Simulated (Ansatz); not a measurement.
**Tc of Au (Fm-3m) from its phonons**

Aim: the phonon-mediated transition temperature of Au (Fm-3m) at ambient pressure, over a range of μ*. The cell shown first is a relaxed one, from steps not shown here.

Calculated with Ansatz 0.2.0; DFT PBE, scalar-relativistic, plane waves, PAW.

This is a report of a sequence of runs, with most program output left out.

## 1. The cell after earlier relaxation steps

It takes space group Fm-3m (No. 225, cubic). Conventional cell: a = 4.159 Å, b = 4.159 Å, c = 4.159 Å, α = 90.00°, β = 90.00°, γ = 90.00°. Nearest to Au lie 12 Au at 2.94 Å.

## 2. Resistivity: q 3×3×3, k 9×9×9, scattering 16×16×16

The run that gives the couplings also evaluates McMillan's and Allen and Dynes's formulas and, where asked, the Eliashberg equations, over a range of μ*.

The input, input.yaml:

```yaml
crystal:
  lattice:
    - [0.0, 2.0796649767, 2.0796649767]
    - [2.0796649767, 0.0, 2.0796649767]
    - [2.0796649767, 2.0796649767, 0.0]
  atoms:
    - { symbol: Au, position: [0.0, 0.0, 0.0] }
kpoints:
  mp_grid: { grid: [9, 9, 9] }
hamiltonian:
  xc: pbe
scf:
  occupations: { method: methfessel_paxton, width: 0.2 }
output:
  eigenvalues: true
phonons:
  method: dfpt
  qmesh: [3, 3, 3]
  temperatures: { t_max: 1000, t_step: 50 }
  qpath:
    path:
      - [[0.0, 0.0, 0.0], [0.5, 0.0, 0.5], [0.625, 0.25, 0.625]]
      - [[0.375, 0.375, 0.75], [0.0, 0.0, 0.0], [0.5, 0.5, 0.5], [0.5, 0.25, 0.75], [0.5, 0.0, 0.5]]
    npoints: 10
  electrical_resistivity:
    mesh: [16, 16, 16]
    temperatures: [20.0, 50.0, 80.0, 100.0, 150.0, 200.0, 273.0, 300.0, 400.0, 500.0, 600.0, 800.0]
  superconductivity: { mesh: [16, 16, 16] }
```

Command:

```
$ ansatz run input.yaml --threads 4 --pin off --max-ram 10240MiB --backend cpu --events-out ev --progress --plain --runs-dir out
```

The job ended after 45 s (4 threads of Arm Neoverse V2, shared host; peak memory 2.2 GiB; 2.9 min of CPU time).

This step gave:

```yaml
volume_per_atom: 17.99 Å³
metallic_on_mesh: yes
gap_on_the_k_mesh: 0 eV
zero_point_energy: 0.01511 eV/cell
share_of_imaginary_modes_in_the_plain_interpolation_between_solved_wavevectors: 0
highest_frequency_solved_or_plainly_interpolated: 135 cm⁻¹
debye_temperature_second_moment: 160 K
resistivity_at_300_k: 2.978 μΩ cm
coupling_constant_lambda: 0.199
density_of_states_at_the_fermi_level: 0.1467 states/eV a spin and cell
log_mean_phonon_energy_omega_log: 8.16 meV
transport_coupling_constant_lambda_tr: 0.1985, 0.1985, 0.1985 (xx, yy, zz)
drude_plasma_energy: 8.709, 8.709, 8.709 eV (xx, yy, zz)
resistivity_times_mean_free_path: 8.691, 8.691, 8.691 × 10⁻¹⁶ Ω m² (xx, yy, zz)
second_moment_phonon_energy_omega: 9.673 meV
coupling_lambda_by_branch: 0.0743, 0.0834, 0.0414 (branches by rank of frequency)
```

An empty cell: under 1 mK by a formula, or no transition down to the floor of the Eliashberg search. Transition temperatures:

```tsv
μ*	McMillan Tc (K)	Allen–Dynes Tc (K)
0.08	-	-
0.1	-	-
0.12	-	-
0.13	-	-
0.14	-	-
0.16	-	-
0.2	-	-
```

## 3. Coupling and resistivity: q 4×4×4, k 12×12×12, scattering 16×16×16

The next rung changes the q mesh, which sets the reach of the force constants and couplings; the k mesh of the density and its response.

Changes to input.yaml since step 2:

```diff
@@ -8,3 +8,3 @@
 kpoints:
-  mp_grid: { grid: [9, 9, 9] }
+  mp_grid: { grid: [12, 12, 12] }
 hamiltonian:
@@ -17,3 +17,3 @@
   method: dfpt
-  qmesh: [3, 3, 3]
+  qmesh: [4, 4, 4]
   temperatures: { t_max: 1000, t_step: 50 }
```

Run time: 1.8 min. Hardware: 4 threads; peak memory 2.9 GiB.

Numbers from this step:

```
zero point energy                                 : 0.01461 eV/cell
highest frequency, solved or plainly interpolated : 138.3 cm⁻¹
Debye temperature (second moment)                 : 156 K
resistivity at 300 K                              : 2.945 μΩ cm
coupling constant λ                               : 0.194
log mean phonon energy ħω_log                     : 8.302 meV
transport coupling constant λ_tr                  : 0.1964, 0.1964, 0.1964 (xx, yy, zz)
resistivity times mean free path                  : 8.69, 8.69, 8.69 × 10⁻¹⁶ Ω m² (xx, yy, zz)
second-moment phonon energy ħω₂                   : 9.717 meV
coupling λ by branch                              : 0.0718, 0.0839, 0.0383 (branches by rank of frequency)
```

An empty cell: under 1 mK by a formula, or no transition down to the floor of the Eliashberg search. Transition temperatures:

```tsv
μ*	McMillan Tc (K)	Allen–Dynes Tc (K)
0.08	-	-
0.1	-	-
0.12	-	-
0.13	-	-
0.14	-	-
0.16	-	-
0.2	-	-
```

For the log mean phonon energy ħω_log, step 2 gave 8.16 meV; this run, with k-mesh 12×12×12 and q mesh 4×4×4, gives 8.30 meV.

## 4. Coupling and resistivity: q 4×4×4, k 16×16×16, scattering 24×24×24

The next rung changes the k mesh of the density and its response; the scattering mesh, which samples the Fermi surface.

Changes to input.yaml since step 3:

```diff
@@ -8,3 +8,3 @@
 kpoints:
-  mp_grid: { grid: [12, 12, 12] }
+  mp_grid: { grid: [16, 16, 16] }
 hamiltonian:
@@ -25,4 +25,4 @@
   electrical_resistivity:
-    mesh: [16, 16, 16]
+    mesh: [24, 24, 24]
     temperatures: [20.0, 50.0, 80.0, 100.0, 150.0, 200.0, 273.0, 300.0, 400.0, 500.0, 600.0, 800.0]
-  superconductivity: { mesh: [16, 16, 16] }
+  superconductivity: { mesh: [24, 24, 24] }
```

Run time: 3 min. Hardware: 4 threads; peak memory 3 GiB; 12 min of CPU time.

Numbers from this step:

* zero point energy: 0.01476 eV/cell
* highest frequency, solved or plainly interpolated: 137.4 cm⁻¹
* Debye temperature (second moment): 158 K
* resistivity at 300 K: 3 μΩ cm
* coupling constant λ: 0.1991
* density of states at the Fermi level: 0.1462 states/eV a spin and cell
* log mean phonon energy ħω_log: 8.29 meV
* transport coupling constant λ_tr: 0.199, 0.199, 0.199 (xx, yy, zz)
* Drude plasma energy: 8.719, 8.719, 8.719 eV (xx, yy, zz)
* resistivity times mean free path: 8.684, 8.684, 8.684 × 10⁻¹⁶ Ω m² (xx, yy, zz)
* second-moment phonon energy ħω₂: 9.714 meV
* coupling λ by branch: 0.0739, 0.0855, 0.0397 (branches by rank of frequency)

An empty cell: under 1 mK by a formula, or no transition down to the floor of the Eliashberg search. Transition temperatures:

```tsv
μ*	McMillan Tc (K)	Allen–Dynes Tc (K)
0.08	-	-
0.1	-	-
0.12	-	-
0.13	-	-
0.14	-	-
0.16	-	-
0.2	-	-
```

The Eliashberg function α²F by phonon energy; read off at these points:

```tsv
phonon energy (meV)	α²F	α²F tr
0.50	1.3e-4	0
1.00	0.00131	1.0e-4
1.50	0.00246	4.8e-4
2.00	0.00357	0.00107
2.50	0.00493	0.00227
3.00	0.00655	0.00426
3.50	0.00862	0.00699
4.00	0.0113	0.0106
4.50	0.0148	0.0154
5.00	0.0193	0.0215
5.50	0.0259	0.0304
6.00	0.0368	0.0451
6.50	0.0601	0.0767
7.00	0.0891	0.115
7.50	0.113	0.140
8.00	0.143	0.172
8.30	0.153	0.180
8.50	0.154	0.177
9.00	0.147	0.161
9.50	0.0852	0.0921
10.00	0.0783	0.0729
10.50	0.0764	0.0644
11.00	0.0725	0.0560
11.50	0.0660	0.0476
12.00	0.0559	0.0384
12.50	0.0448	0.0303
13.00	0.0119	0.00839
13.50	0.0384	0.0270
14.00	0.0688	0.0494
14.50	0.115	0.0832
15.00	0.116	0.0916
15.20	0.117	0.0962
15.50	0.0794	0.0665
16.00	0.0488	0.0418
16.50	0.0189	0.0174
```

Between step 3 and this run (k-mesh 16×16×16 and scattering mesh 24×24×24) the value for the log mean phonon energy ħω_log moves from 8.30 meV to 8.29 meV.

## 5. Summary of results

```yaml
meshes: q 4×4×4, k 16×16×16, scattering 24×24×24
coupling_constant_lambda: 0.199
log_mean_phonon_energy_omega_log: 8.29 meV
```

**Reading.** In the last run (PBE, q 4×4×4, k 16×16×16, scattering 24×24×24), with λ = 0.20 and ħω_log = 8.29 meV, Tc at μ* = 0.13 is under 1 mK by the formulas. Wikipedia's list of superconducting elements holds no transition of Au at normal pressure, in line with the calculation. In that run Allen and Dynes's formula gives no transition above 0.05 K at μ* = 0.10 or more. The run's transport test calls it not converged in the mesh. Over the runs, λ takes the values 0.199, 0.194 and 0.199, in the order shown. No spin–orbit coupling, which matters for Au. μ* is a typed number, phonons are harmonic, and spin fluctuations are left out; with λ this near or under μ*(1 + 0.62 λ), the formulas give Tc only to its order of magnitude, or none.

[Logs are printed without paths, hosts, clocks, repeated set-up lines and the standing remarks that a program may print on its own settings, such as how far it seeks lower states.]

[Hosts, paths, dates, database ids (printed as entryN), source tags and the programs' standing remarks are cut or masked in the printed files.]
